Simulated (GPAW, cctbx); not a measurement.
# Bonding in Mg7Ir as X-rays see it

Question: by how much does bonding change the X-ray structure factors of Mg7Ir, and what does a routine refinement make of it?

The start was made by putting kin elements into a known structure type; the compound need not exist, or be stable, in this form. All numbers below are calculated.

**1. Find the equilibrium geometry**

The density hangs on the geometry, so cell and atoms are relaxed first, with the symmetry held. The cutoff is set higher than for the density because stress converges slowly with plane waves.

Settings: GPAW 26.7.0, PBE, 570 eV, 4×4×4 k-points, Fermi–Dirac width 0.1 eV, BFGS to 0.03 eV/Å.

```text
cell
1.0
     0.000000000    0.000000000    4.943000000
     6.219000000    0.000000000    0.000000000
    -3.109500000    5.385811986    0.000000000
Ir Mg
1 7
Direct
0.000000000 0.000000000 0.000000000
0.500000000 0.333333333 0.666666667
0.500000000 0.830850000 0.661700000
0.500000000 0.830850000 0.169150000
0.500000000 0.338300000 0.169150000
0.000000000 0.989700000 0.494850000
0.000000000 0.505150000 0.494850000
0.000000000 0.505150000 0.010300000
```

```console
$ OMP_NUM_THREADS=1 mpirun -n 4 gpaw python run.py > gpaw.log
```

```text
BFGS:    0      -20.962470        0.992952
BFGS:    1      -21.015676        0.899760
BFGS:    2      -21.257832        0.299084
BFGS:    3      -21.264487        0.301164
BFGS:    4      -21.267179        0.288755
BFGS:    5      -21.291247        0.073223
BFGS:    6      -21.292709        0.028926
cell  4.8339 6.1174 6.1174  120.00 90.00 90.00
volume 156.661 A^3, largest force 0.029 eV/A, largest stress 0.22 GPa
```

After 6 steps the volume has changed by -5.4 % and the energy by -0.330 eV; the largest stress left is 0.22 GPa. It took 82 s on 4 cores of Intel(R) Xeon(R) 6975P-C (Granite Rapids) (shared host), peak memory 1.2 GiB.

Relaxed structure: P-6m2 (no. 187), a = 6.1174 Å, b = 6.1174 Å, c = 4.8339 Å, α = 90.00°, β = 90.00°, γ = 120.00°.

```csv
atom,mult.,x,y,z
Ir1,1,0,0,0
Mg1,1,1/3,2/3,1/2
Mg2,3,0.8430,0.6860,1/2
Mg3,3,0.9989,0.4995,0
```

**2. Density and charge transfer**

X-rays see the whole electron density, so the PAW density is rebuilt with its core regions. Subtracting spherical free atoms from the same code cancels the cores and leaves the deformation density Δρ, the part due to bonding.

Settings: PBE, 450 eV, 5×5×5 k-points, Fermi–Dirac width 0.1 eV; primitive cell of 8 atoms.

```console
$ OMP_NUM_THREADS=1 mpirun -n 4 gpaw python run.py > gpaw.log
```

```text
|iter:   1|       0s |  -22.195381 | +0.43 |       |
|iter:   2|       1s |  -21.676082 | -1.16 | -1.40 |
|iter:   3|       2s |  -21.140364 | -1.10 | -1.49 |
...
|iter:  11|       8s |  -21.102766c| -6.34 | -4.94c|
|iter:  12|       9s |  -21.102765c| -6.92 | -5.32c|
|iter:  13|      10s |  -21.102765c| -7.51c| -5.66c|
```

```text
grid (48, 60, 60)  electrons 161.000  moved by bonding 1.085 e
deformation density beyond 0.5 A of the nuclei: max 0.054, min -0.066 e/A^3
atom        x       y       z   Voronoi charge  moment
Ir1    0.0000  0.0000  0.0000     -0.359       0.00
Mg2    0.5000  0.3333  0.6667      0.013       0.00
Mg3    0.5000  0.8430  0.6860      0.054       0.00
Mg4    0.5000  0.8430  0.1570      0.054       0.00
Mg5    0.5000  0.3140  0.1570      0.054       0.00
Mg6    0.0000  0.9989  0.4995      0.061       0.00
Mg7    0.0000  0.5005  0.4995      0.061       0.00
Mg8    0.0000  0.5005  0.0011      0.061       0.00
mean inner potential of superposed free atoms 14.158 V
total magnetic moment 0.000 muB
```

Deformation density in a plane through the shortest contact of the Mg atom at the origin, in 0.01 e/Å³ (clipped at ±99); x from -1.6 to 4.5 Å, y from 2.4 down to -2.4 Å:

```text
  .   0  -3  -1   0  -3  -2   .   .  -2  -3   0  -1  -3   0   .
 -1  -3  -2  -1  -1  -2  -4  -1  -1  -4  -2  -1  -1  -2  -3  -1
 -1  -1   0   0  -1  -1  -2  -3  -3  -2  -1  -1   0   0  -1  -1
  2   1   0  -1  -2  -2  -1   0   0  -1  -2  -2  -1   0   1   2
  3   2  -1  -3  -4  -3  -1   1   1  -1  -3  -4  -3  -1   2   3
  2   0  -3  -1   .  -2  -3   0   0  -3  -2   .  -1  -3   0   2
  1  -1  -3   .   .   .  -4  -1  -1  -4   .   .   .  -3  -1   1
  1  -1  -3   0   .  -1  -4  -2  -2  -4  -1   .   0  -3  -1   1
  1   0  -1  -3  -3  -3  -2  -1  -1  -2  -3  -3  -3  -1   0   1
  1   1   1   0   0   0   0   0   0   0   0   0   0   1   1   1
 -1   0   1   2   2   1   0  -1  -1   0   1   2   2   1   0  -1
 -3  -3   0   2   2   1  -2  -3  -3  -2   1   2   2   0  -3  -3
 -1  -1  -2   0   1  -1  -2   .   .  -2  -1   1   0  -2  -1  -1
```

Atoms in or within 0.15 Å of the plane: Mg (0.0, 0.0), Mg (2.9, 0.0) Å. Dots mark points within about 0.45 Å of a nucleus; large values next to them are atomic features.

Ir gains most (-0.36 e) and Mg loses most (+0.05 e), in averages over each element's sites, as electronegativity suggests. Along the shortest contact from the Mg atom at the map's origin, Mg–Mg at 2.88 Å, Δρ is -0.01 e/Å³ at the midpoint: little piles up between the atoms. At the midpoints of other shortest contacts it is +0.03 (Ir–Mg, 2.93 Å) e/Å³. Point values carry grid noise of about 0.01 e/Å³. The run needed 13 iterations, 17 s.

**3. From the density to structure factors**

The Fourier components of Δρ, added to those of the free atoms, give the static X-ray structure factors; the Mott–Bethe relation turns them into the Fourier components V of the potential that fast electrons feel.

```text
static structure factors of the conventional cell: F in electrons, V (Mott-Bethe) in volts
   h  k  l      d  |F| table  |F| free   |F| DFT   change   |V| free  |V| DFT  change %
   1  0  0  5.2978    64.925    64.914    65.224    0.309     2.171    1.917    -11.7
   0  0  1  4.8339    62.230    62.208    62.485    0.277     1.908    1.719     -9.9
   1  0  1  3.5709    58.169    58.126    58.377    0.251     1.624    1.531     -5.7
   1  1  0  3.0587    59.081    59.033    59.181    0.147     1.742    1.702     -2.3
   2  0  0  2.6489    81.118    81.051    80.955   -0.096     3.640    3.666      0.7
   1  1  1  2.5847    56.581    56.523    56.518   -0.006     1.579    1.581      0.1
   0  0  2  2.4169   125.154   124.993   124.415   -0.578     6.154    6.253      1.6
   2  0  1  2.3230   110.395   110.233   109.787   -0.446     5.159    5.230      1.4
   1  0  2  2.1989    56.495    56.431    56.338   -0.094     1.574    1.587      0.8
   2  1  0  2.0024    49.921    49.875    49.839   -0.036     1.184    1.188      0.3
   1  1  2  1.8964    52.731    52.679    52.603   -0.077     1.338    1.346      0.6
   2  1  1  1.8499    55.421    55.361    55.328   -0.034     1.482    1.485      0.2
   2  0  2  1.7854    72.059    71.935    71.956    0.020     2.500    2.497     -0.1
   3  0  0  1.7659    51.385    51.341    51.319   -0.022     1.277    1.278      0.1
```

The largest X-ray change is -0.58 e on 002, 0.5 % of |F|. For electrons V goes as (Z − F)/g², so a change of F counts against Z − F, which is small at low angle and wherever the atoms' terms cancel: |V| of 100 moves by -11.7 % (2.17 to 1.92 V) against +0.5 % in |F|. The tabulated Hartree–Fock atoms differ from the free DFT atoms by up to 0.16 e, so the choice of reference atom matters too.

**4. Refining ordinary atoms against data with bonding**

Routine crystallography fits spherical atoms. To see the bias, intensities are simulated from tabulated atoms plus the DFT change ΔF, so that bonding alone can misfit (10224 reflections of the full sphere, merged to the counts below, to 0.4 Å, 1 % proportional noise plus counting noise, assumed isotropic U as listed, Δρ smeared by the mean U) and refined with cctbx over different ranges.

```csv
range,data,R1,GooF,U Ir1 (true 0.0044),U Mg1 (true 0.0085),U Mg2 (true 0.0085),U Mg3 (true 0.0085),largest shift (Å),"Δρ max, min (e/Å³)"
all data,1042,0.0032,0.94,0.0044,0.0085,0.0085,0.0085,0.0020,"0.24, -0.17"
"low resolution, d > 0.84",138,0.0023,0.94,0.0044,0.0086,0.0086,0.0085,0.0011,"0.13, -0.06"
"high order, d < 0.75",856,0.0036,0.94,0.0044,0.0085,0.0085,0.0085,0.0023,"0.20, -0.17"
"occupancies free, d > 0.7",223,0.0024,0.92,0.0044,0.0087,0.0085,0.0087,0.0011,"0.13, -0.10"
```

With all data GooF is 0.94, so at this noise the bonding hardly shows; the top residual peak lies 0.58 Å from Ir and 2.48 Å from Mg. No U is off by more than 3 s.u. at low resolution. With Ir1 held at 1 and the scale free, the other occupancies refine to Mg1 1.003(0.005), Mg2 0.995(0.003) and Mg3 1.002(0.002), within three s.u. of full.

**5. Answer**

Bonding moves 1.08 e in the primitive cell of Mg7Ir and changes the structure factors of the conventional cell in the table above by at most 0.58 e (002, 0.5 %), and among reflections above 2 % of the strongest by up to 0.5 % (100). The shortest bond, Mg–Mg, has Δρ = -0.01 e/Å³ at its midpoint. With all data GooF is 0.94, so at this noise the bonding hardly shows. Limits: static density, frozen cores, no spin–orbit coupling.

[Outputs are excerpts: Python notices, other lines and further rows are left out; steps that failed or that the build refused (PBEsol, TPSS) are not shown.]

[Logs are printed without paths, hosts, clocks, repeated set-up lines and the standing remarks that a program may print on its own settings, such as how far it seeks lower states.]
